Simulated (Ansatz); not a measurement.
# Si(100)-2x1 dimers: modes of surface species, part 2 of 3

Aim: bond lengths and vibrational modes of species bound on Si(100)-2x1 dimers.

Ansatz 0.2.0; DFT PBE, scalar-relativistic, plane waves, PAW; PAW set soft_1.

So far. Step 2 (Relaxation of the host): The forces vanish by symmetry. Step 3 (Letting the atoms settle: OH on both atoms of the dimer): The largest force component left on a free atom is 0.79 meV/Å.

## (4) Modes of the chosen sites: OH on both atoms of the dimer

Only 8 sites are displaced (4 Si, 2 O and 2 H), with their periodic images, and all others stay at rest. This gives the modes that are localised on these sites for less work than the whole matrix.

input.yaml reads:

```yaml
crystal:
  lattice:
    - [7.7354058354, 0.0, 0.0]
    - [0.0, 3.8677029177, 0.0]
    - [0.0, 0.0, 45.2101394536]
  atoms:
    - { symbol: Si, position: [0.0, 0.0, 0.18567787] }
    - { symbol: Si, position: [0.5, 0.0, 0.18567787] }
    - { symbol: Si, position: [0.25, 0.0, 0.2159242167] }
    - { symbol: Si, position: [0.75, 0.0, 0.2159242167] }
    - { symbol: Si, position: [0.2462918356, 0.5, 0.2460749331] }
    - { symbol: Si, position: [0.7537081644, 0.5, 0.2460749331] }
    - { symbol: Si, position: [0.0, 0.5, 0.2778351737] }
    - { symbol: Si, position: [0.5, 0.5, 0.2746517758] }
    - { symbol: Si, position: [0.0, 0.0, 0.3087898397] }
    - { symbol: Si, position: [0.5, 0.0, 0.3041304261] }
    - { symbol: Si, position: [0.2612803854, 0.0, 0.3369074169] }
    - { symbol: Si, position: [0.7387196146, 0.0, 0.3369074169] }
    - { symbol: Si, position: [0.3435714649, 0.5, 0.3640245823] }
    - { symbol: Si, position: [0.6564285351, 0.5, 0.3640245823] }
    - { symbol: H, position: [0.0, 0.317043, 0.1664936466] }
    - { symbol: H, position: [0.0, 0.682957, 0.1664936466] }
    - { symbol: H, position: [0.5, 0.317043, 0.1664936466] }
    - { symbol: H, position: [0.5, 0.682957, 0.1664936466] }
    - { symbol: O, position: [0.2884801727, 0.5, 0.3998990581] }
    - { symbol: H, position: [0.1667358832, 0.5, 0.4047127191] }
    - { symbol: O, position: [0.7115198273, 0.5, 0.3998990581] }
    - { symbol: H, position: [0.8332641168, 0.5, 0.4047127191] }
  periodic: [true, true, false]
kpoints:
  mp_grid: { grid: [4, 8, 1] }
hamiltonian:
  xc: pbe
  pseudopotentials: { kind: paw, azcp: { folder: soft_1 } }
scf:
  occupations: { method: gaussian, width: 0.03 }
output:
  eigenvalues: true
phonons:
  method: fd
  supercell: [1, 1, 1]
  displaced_sites: [10, 11, 12, 13, 18, 19, 20, 21]
  rigid_motions: translations
```

Started as:

```
> ansatz run input.yaml --threads 8 --pin off --max-ram 20480MiB --backend cpu --events-out ev --progress --plain --runs-dir out
```

Numbers of over 12 decimals in the logs are rounded to 6 here.

The program printed:

```text
[...]
Crystal: 22 atoms, lattice volume = 1352.608 Å³
Basis set: ecut = 420 eV, 26483 PW (Γ), exchange–correlation on 108×54×640 points (8 copies of the dense FFT grid, shifted against one another)
Bands: 59, of which v1, the nominal top of the filled ones, is band 37 counted from 1 (36 counted from 0)
Symmetry: 4 space group operations
k-points: 15 of 32
[...]
SCF iter   1: F=—  HF=-10136.787116 eV  |F-HF|=—  |Δ(HF+E_count)|=         —  Δρ=3.96e-2  dr2=2.10e1  ethr=3.10e-3  ⟨swp⟩=12.1  Hψ=6638  notcnv=0  defer=83
[...]
SCF iter  16: F=-10130.822559 eV  HF=-10130.822559 eV  |F-HF|=0.00e0  |Δ(HF+E_count)|=  4.37e-11  Δρ=4.77e-8  dr2=4.40e-11  ethr=1.00e-12  ⟨swp⟩=25.7  Hψ=8819  notcnv=0
SCF 1 converged in 16 iterations: F = -10130.822559 eV  dr2 = 4.40e-11
[...]
Symmetry: 2 space group operations
k-points: 15 of 32 (time reversal used)
[...]
SCF iter  10: F=-10130.822414 eV  HF=-10130.822414 eV  |F-HF|=2.73e-11  |Δ(HF+E_count)|=  8.37e-11  Δρ=1.98e-8  dr2=4.98e-12  ethr=1.00e-12  ⟨swp⟩=7.7  Hψ=4814  notcnv=0
SCF 2 converged in 10 iterations: F = -10130.822414 eV  dr2 = 4.98e-12
[...]
SCF iter   7: F=-10130.822414 eV  HF=-10130.822414 eV  |F-HF|=1.06e-10  |Δ(HF+E_count)|=  1.69e-10  Δρ=2.01e-8  dr2=4.53e-12  ethr=1.00e-12  ⟨swp⟩=7.8  Hψ=4968  notcnv=0
SCF 3 converged in 7 iterations: F = -10130.822414 eV  dr2 = 4.53e-12
Symmetry: 1 space group operations
k-points: 18 of 32 (time reversal used)
[...]
SCF iter  10: F=-10130.822553 eV  HF=-10130.822553 eV  |F-HF|=1.16e-10  |Δ(HF+E_count)|=  3.64e-11  Δρ=6.76e-9  dr2=1.47e-12  ethr=1.00e-12  ⟨swp⟩=8.4  Hψ=5321  notcnv=0
SCF 4 converged in 10 iterations: F = -10130.822553 eV  dr2 = 1.47e-12
[...]
SCF iter   7: F=-10130.822552 eV  HF=-10130.822552 eV  |F-HF|=5.46e-12  |Δ(HF+E_count)|=  6.00e-11  Δρ=9.78e-9  dr2=3.95e-12  ethr=1.00e-12  ⟨swp⟩=8.0  Hψ=6102  notcnv=0
SCF 5 converged in 7 iterations: F = -10130.822552 eV  dr2 = 3.95e-12
[...]
SCF iter  10: F=-10130.822515 eV  HF=-10130.822515 eV  |F-HF|=1.09e-11  |Δ(HF+E_count)|=  9.64e-11  Δρ=8.37e-9  dr2=2.13e-12  ethr=1.00e-12  ⟨swp⟩=8.6  Hψ=4585  notcnv=0
SCF 6 converged in 10 iterations: F = -10130.822515 eV  dr2 = 2.13e-12
[...]
SCF iter   8: F=-10130.822519 eV  HF=-10130.822519 eV  |F-HF|=5.28e-11  |Δ(HF+E_count)|=  7.28e-12  Δρ=1.27e-8  dr2=3.96e-12  ethr=1.00e-12  ⟨swp⟩=8.1  Hψ=4317  notcnv=0
SCF 7 converged in 8 iterations: F = -10130.822519 eV  dr2 = 3.96e-12
[...]
SCF iter  10: F=-10130.822520 eV  HF=-10130.822520 eV  |F-HF|=6.73e-11  |Δ(HF+E_count)|=  9.82e-11  Δρ=7.26e-9  dr2=9.27e-13  ethr=1.00e-12  ⟨swp⟩=8.3  Hψ=5468  notcnv=0
SCF 8 converged in 10 iterations: F = -10130.822520 eV  dr2 = 9.27e-13
[...]
SCF iter   8: F=-10130.822521 eV  HF=-10130.822521 eV  |F-HF|=5.82e-11  |Δ(HF+E_count)|=  6.91e-11  Δρ=1.34e-8  dr2=2.48e-12  ethr=1.00e-12  ⟨swp⟩=8.1  Hψ=5282  notcnv=0
SCF 9 converged in 8 iterations: F = -10130.822521 eV  dr2 = 2.48e-12
[...]
SCF iter  10: F=-10130.822402 eV  HF=-10130.822402 eV  |F-HF|=2.18e-11  |Δ(HF+E_count)|=  4.73e-11  Δρ=2.07e-8  dr2=5.14e-12  ethr=1.00e-12  ⟨swp⟩=7.7  Hψ=4890  notcnv=0
SCF 10 converged in 10 iterations: F = -10130.822402 eV  dr2 = 5.14e-12
[...]
SCF iter   7: F=-10130.822402 eV  HF=-10130.822402 eV  |F-HF|=7.28e-12  |Δ(HF+E_count)|=  1.11e-10  Δρ=1.18e-8  dr2=1.19e-12  ethr=1.00e-12  ⟨swp⟩=8.0  Hψ=4512  notcnv=0
SCF 11 converged in 7 iterations: F = -10130.822402 eV  dr2 = 1.19e-12
[...]
SCF iter  10: F=-10130.822517 eV  HF=-10130.822517 eV  |F-HF|=6.55e-11  |Δ(HF+E_count)|=  1.64e-11  Δρ=1.19e-8  dr2=1.98e-12  ethr=1.00e-12  ⟨swp⟩=8.3  Hψ=5465  notcnv=0
SCF 12 converged in 10 iterations: F = -10130.822517 eV  dr2 = 1.98e-12
[...]
SCF iter   7: F=-10130.822517 eV  HF=-10130.822517 eV  |F-HF|=1.82e-12  |Δ(HF+E_count)|=  1.60e-10  Δρ=1.12e-8  dr2=5.07e-12  ethr=1.00e-12  ⟨swp⟩=8.6  Hψ=5518  notcnv=0
SCF 13 converged in 7 iterations: F = -10130.822517 eV  dr2 = 5.07e-12
[...]
SCF iter  10: F=-10130.822513 eV  HF=-10130.822513 eV  |F-HF|=8.73e-11  |Δ(HF+E_count)|=  5.46e-12  Δρ=8.76e-9  dr2=1.33e-12  ethr=1.00e-12  ⟨swp⟩=8.1  Hψ=4422  notcnv=0
SCF 14 converged in 10 iterations: F = -10130.822513 eV  dr2 = 1.33e-12
[...]
SCF iter   8: F=-10130.822509 eV  HF=-10130.822509 eV  |F-HF|=4.55e-11  |Δ(HF+E_count)|=  2.91e-11  Δρ=8.94e-9  dr2=6.46e-13  ethr=1.00e-12  ⟨swp⟩=8.1  Hψ=4490  notcnv=0
SCF 15 converged in 8 iterations: F = -10130.822509 eV  dr2 = 6.46e-13
[...]
SCF iter  10: F=-10130.822493 eV  HF=-10130.822493 eV  |F-HF|=1.09e-10  |Δ(HF+E_count)|=  1.64e-11  Δρ=1.00e-8  dr2=1.23e-12  ethr=1.00e-12  ⟨swp⟩=8.3  Hψ=5378  notcnv=0
SCF 16 converged in 10 iterations: F = -10130.822493 eV  dr2 = 1.23e-12
[...]
SCF iter   8: F=-10130.822494 eV  HF=-10130.822494 eV  |F-HF|=1.02e-10  |Δ(HF+E_count)|=  1.82e-12  Δρ=1.04e-8  dr2=8.89e-13  ethr=1.00e-12  ⟨swp⟩=8.2  Hψ=5294  notcnv=0
SCF 17 converged in 8 iterations: F = -10130.822494 eV  dr2 = 8.89e-13
SCF converged after 16 iterations
Free energy (F): -10130.822559 eV
[...]
Internal energy: -10130.822559 eV  (E = F + TS)
E sigma→0 (E₀):  -10130.822559 eV
Fermi energy:    -4.438060 eV
[...]
--- Forces (eV/Å), atoms counted from 1 ---
  atom   1  Si     0.00000000     0.00000000     0.09550266
  atom   2  Si     0.00000000     0.00000000     0.17802042
  atom   3  Si    -0.19013106     0.00000000    -0.15661585
  atom   4  Si     0.19013106     0.00000000    -0.15661585
  atom   5  Si    -0.00023046     0.00000000     0.00003696
  atom   6  Si     0.00023046     0.00000000     0.00003696
  atom   7  Si     0.00000000     0.00000000    -0.00048296
  atom   8  Si     0.00000000     0.00000000     0.00065624
  atom   9  Si     0.00000000     0.00000000     0.00005489
  atom  10  Si     0.00000000     0.00000000     0.00073958
  atom  11  Si    -0.00079396     0.00000000    -0.00011659
  atom  12  Si     0.00079396     0.00000000    -0.00011659
  atom  13  Si     0.00079211     0.00000000    -0.00024059
  atom  14  Si    -0.00079211     0.00000000    -0.00024059
  atom  15  H      0.00000000    -0.58588446     0.00051622
  atom  16  H      0.00000000     0.58588446     0.00051622
  atom  17  H      0.00000000    -0.57910728     0.01899422
  atom  18  H      0.00000000     0.57910728     0.01899422
  atom  19  O     -0.00035397     0.00000000    -0.00001766
  atom  20  H      0.00030507     0.00000000     0.00019884
  atom  21  O      0.00035397     0.00000000    -0.00001766
  atom  22  H     -0.00030507     0.00000000     0.00019884
  max |Σ_I F_I| component: 1.92e-6 eV/Å
--- Band table (eV; the first three rows and the last of 15) ---
  k-point 0: bands = [... 33 lower, -5.5207, -5.2687, -5.1920, -5.0370, -3.9730, -3.6634, -3.3730, -2.8001, ... 18 higher]
  k-point 1: bands = [... 33 lower, -5.8275, -5.6749, -5.3494, -5.2576, -3.4933, -3.0992, -2.9064, -2.3435, ... 18 higher]
  k-point 2: bands = [... 33 lower, -6.0475, -6.0279, -5.6077, -5.2852, -3.1101, -3.0928, -2.6581, -2.5921, ... 18 higher]
  k-point 14: bands = [... 33 lower, -6.7427, -6.5332, -6.3621, -6.3391, -3.0494, -3.0396, -2.9762, -2.7412, ... 18 higher]
  ° read free of the cell's end (the report's vacuum.weakly_bound_levels)
--- Phonons: 16 displaced members + reference (amplitude 0.0025 Å, Σ member SCF iterations 140) ---
  symmetry images taken by strict's conditions (phonons.symmetry_images: auto; settled by no image being taken that strict refuses)
  force constants formed among 8 of 22 sites (Si 10, Si 11, Si 12, Si 13, O 18, H 19, O 20, H 21); the other 14 at rest. The modes move the named sites alone.
  the frequencies, the zero-point energy and the sums are of the block with the acoustic sum rule laid on its rows. Row sums over every site: 8.6e-4 eV/Å² at the most
  transpose residual: 4.8e-4 eV/Å²
  largest component of a force at the reference: 7.9e-4 eV/Å on a named site, 5.9e-1 eV/Å on a site at rest
  frequencies among the named sites at Γ of the cell (cm⁻¹): -361.20 -293.14 75.08 77.09 100.30 145.64 151.45 151.67 157.57 163.16 230.89 333.18 340.22 371.60 422.03 458.96 462.37 477.68 710.51 782.46 814.39 858.35 3764.15 3769.78
  unstable modes among the named sites: 2
  frequencies as built, with no sum rule (cm⁻¹): -361.22 -293.16 75.07 77.03 100.29 145.61 151.44 151.65 157.56 163.16 230.88 333.17 340.22 371.60 422.03 458.96 462.37 477.68 710.51 782.46 814.39 858.35 3764.12 3769.75
  zero-point energy: 0.918632 eV/cell   skipped modes (ω ≤ 0): 2, of them read as no rigid motion or as one in doubt: 2 (2.000e0 modes/cell left out, lowest -361.20 cm⁻¹)
  not written: the harmonic force-constant file, the file of eigenvectors (these modes' are written with the force constants), the density of states and the dispersion, which are of every site
```

It took 7.7 min on 8 threads of Arm Neoverse N1, shared host; peak memory 3.9 GiB.

The other atoms of the cell are at rest; shares are of the kinetic energy, a minus sign marks an imaginary mode, and where like sites share a mode the one named is one choice of several. Modes of the displaced sites:

```csv
mode,frequency (cm⁻¹),share of Si (%),share of O (%),share of H (%),site with the largest share,its share (%)
1,-361.2,0,3,96,H20,48
2,-293.1,0,5,95,H22,47
3,75.1,78,21,1,Si14,22
4,77.1,25,68,7,O19,34
5,100.3,55,44,1,O21,22
6,145.6,26,68,6,O21,34
7,151.4,23,73,4,O19,37
8,151.7,44,50,6,O19,25
9,157.6,46,52,2,O21,26
10,163.2,70,24,5,Si14,30
11,230.9,73,22,6,Si14,22
12,333.2,96,4,1,Si12,45
13,340.2,100,0,0,Si11,42
14,371.6,88,9,3,Si11,30
15,422.0,91,8,1,Si12,33
16,459.0,100,0,0,Si11,26
17,462.4,97,1,3,Si13,29
18,477.7,99,1,0,Si14,26
19,710.5,10,28,62,H22,31
20,782.5,10,32,58,H20,29
21,814.4,35,40,24,O19,20
22,858.4,35,35,30,Si14,17
23,3764.2,0,6,94,H20,47
24,3769.8,0,6,94,H22,47
```

The same force constants with another mass on the added atoms, against the natural mean mass; listed are the real modes with at least half of their motion on these atoms, followed through small steps of mass, less those that pass through avoided crossings, where the squared overlap of new and old mass-weighted patterns is under 0.8. Modes after a change of mass:

```csv
substitution,mode,frequency (cm⁻¹),after (cm⁻¹),ratio
18O,4,77.1,74.0,1.042
18O,6,145.6,139.2,1.046
18O,7,151.4,145.2,1.043
18O,8,151.7,147.8,1.026
18O,9,157.6,153.1,1.029
D for H,19,710.5,555.4,1.279
D for H,23,3764.2,2740.5,1.373
D for H,24,3769.8,2745.2,1.373
```

The highest mode of the block lies at 3769.8 cm⁻¹; the acoustic sum rule moved it by 0.0 cm⁻¹. The block has 2 imaginary modes, the largest 361i cm⁻¹, so this structure is not a minimum.

## (5) Relaxation in the fixed cell: H and OH on one dimer

The slab carries H and OH on one dimer. Its plane takes the lattice constant of the bulk relaxed at this level. The lowest layers and the H atoms that close the back face are held, and the other atoms relax. The program lengthens the typed cell of 25.8 Å along the normal to 45.2 Å, as its cut-off of the electrostatics needs, and moves no atom.

System of this step: H and OH on one dimer on Si(100)-2x1 dimers. The cell holds 21 atoms: 14 Si, 6 H and 1 O. Its edges and angles: a = 7.735 Å, b = 3.868 Å, c = 45.210 Å, α = 90.0°, β = 90.0°, γ = 90.0°. It derives from Si. Vacuum lies along c.

input.yaml reads:

```yaml
crystal:
  lattice:
    - [7.7354058354, 0.0, 0.0]
    - [0.0, 3.8677029177, 0.0]
    - [0.0, 0.0, 25.7594716919]
  atoms:
    - { symbol: Si, position: [0.0, 0.0, 0.325881] }
    - { symbol: Si, position: [0.5, 0.0, 0.325881] }
    - { symbol: Si, position: [0.25, 0.0, 0.378966] }
    - { symbol: Si, position: [0.75, 0.0, 0.378966] }
    - { symbol: Si, position: [0.25, 0.5, 0.432051] }
    - { symbol: Si, position: [0.75, 0.5, 0.432051] }
    - { symbol: Si, position: [0.0, 0.5, 0.485136] }
    - { symbol: Si, position: [0.5, 0.5, 0.485136] }
    - { symbol: Si, position: [0.0, 0.0, 0.538221] }
    - { symbol: Si, position: [0.5, 0.0, 0.538221] }
    - { symbol: Si, position: [0.25, 0.0, 0.591306] }
    - { symbol: Si, position: [0.75, 0.0, 0.591306] }
    - { symbol: Si, position: [0.346175, 0.5, 0.638547] }
    - { symbol: Si, position: [0.653825, 0.5, 0.638547] }
    - { symbol: H, position: [0.0, 0.317043, 0.292211] }
    - { symbol: H, position: [0.0, 0.682957, 0.292211] }
    - { symbol: H, position: [0.5, 0.317043, 0.292211] }
    - { symbol: H, position: [0.5, 0.682957, 0.292211] }
    - { symbol: H, position: [0.285213, 0.5, 0.691992] }
    - { symbol: O, position: [0.728661, 0.5, 0.704156] }
    - { symbol: H, position: [0.853493, 0.5, 0.707789] }
  periodic: [true, true, false]
kpoints:
  mp_grid: { grid: [4, 8, 1] }
hamiltonian:
  xc: pbe
  pseudopotentials: { kind: paw, azcp: { folder: soft_1 } }
scf:
  occupations: { method: gaussian, width: 0.03 }
output:
  forces: true
  eigenvalues: true
relax:
  adjacent_minimum: "off"
  f_tol: 0.003
  max_steps: 120
  constraints: [{ sites: [0, 1, 2, 3, 14, 15, 16, 17] }]
```

The program printed:

```text
[...]
Crystal: 21 atoms, lattice volume = 1352.608 Å³
Basis set: ecut = 420 eV, 26483 PW (Γ), exchange–correlation on 108×54×640 points (8 copies of the dense FFT grid, shifted against one another)
Bands: 55, of which v1, the nominal top of the filled ones, is band 34 counted from 1 (33 counted from 0)
Symmetry: 2 space group operations
[...]
k-points: 15 of 32 (time reversal used)
[...]
- { symbol: Si, position: [0.341138, 0.5, 0.363657] }
    - { symbol: Si, position: [0.653925, 0.5, 0.364326] }
    - { symbol: H, position: [0.0, 0.317043, 0.166494] }
    - { symbol: H, position: [0.0, 0.682957, 0.166494] }
    - { symbol: H, position: [0.5, 0.317043, 0.166494] }
    - { symbol: H, position: [0.5, 0.682957, 0.166494] }
    - { symbol: H, position: [0.271313, 0.5, 0.394727] }
    - { symbol: O, position: [0.712970, 0.5, 0.399978] }
    - { symbol: H, position: [0.835910, 0.5, 0.404103] }
[key lines of the parts left out:]
SCF converged after 6 iterations
Free energy (F): -9563.064921 eV
Fermi energy:    -4.394548 eV
```

Elapsed: 4.1 min, on 8 threads; peak memory 3.3 GiB.

Relaxation path:

```csv
step,energy less that of the first step (eV),largest force component (eV/Å)
1,0.0000,1.7684
2,-0.2272,1.4963
3,-0.2997,0.9214
4,-0.3106,0.0874
5,-0.3109,0.0481
6,-0.3112,0.0079
7,-0.3112,0.0066
8,-0.3112,0.0009
```

The run keeps the 2 symmetry operations that it works with, so distortions that break them were not tested.

The atoms that moved most (Å):

```csv
atom,dx,dy,dz,length
H21,-0.136,0.000,0.037,0.141
O20,-0.121,0.000,-0.056,0.134
Si10,-0.005,0.000,-0.128,0.128
Si12,-0.111,0.000,0.006,0.111
Si9,-0.012,0.000,0.110,0.110
H19,-0.108,0.000,0.020,0.109
Si11,0.094,0.000,-0.010,0.095
Si8,0.002,0.000,-0.087,0.087
```

Numbers from this step:

```
gap on the k-mesh : 1.061 eV
```

The largest force component left on a free atom is 0.90 meV/Å.

(Continued in part 3 of 3.)

[Logs are printed without paths, hosts, clocks, repeated set-up lines and the standing remarks that a program may print on its own settings, such as how far it seeks lower states.]

[Hosts, paths, dates, database ids (printed as entryN), source tags and the programs' standing remarks are cut or masked in the printed files.]
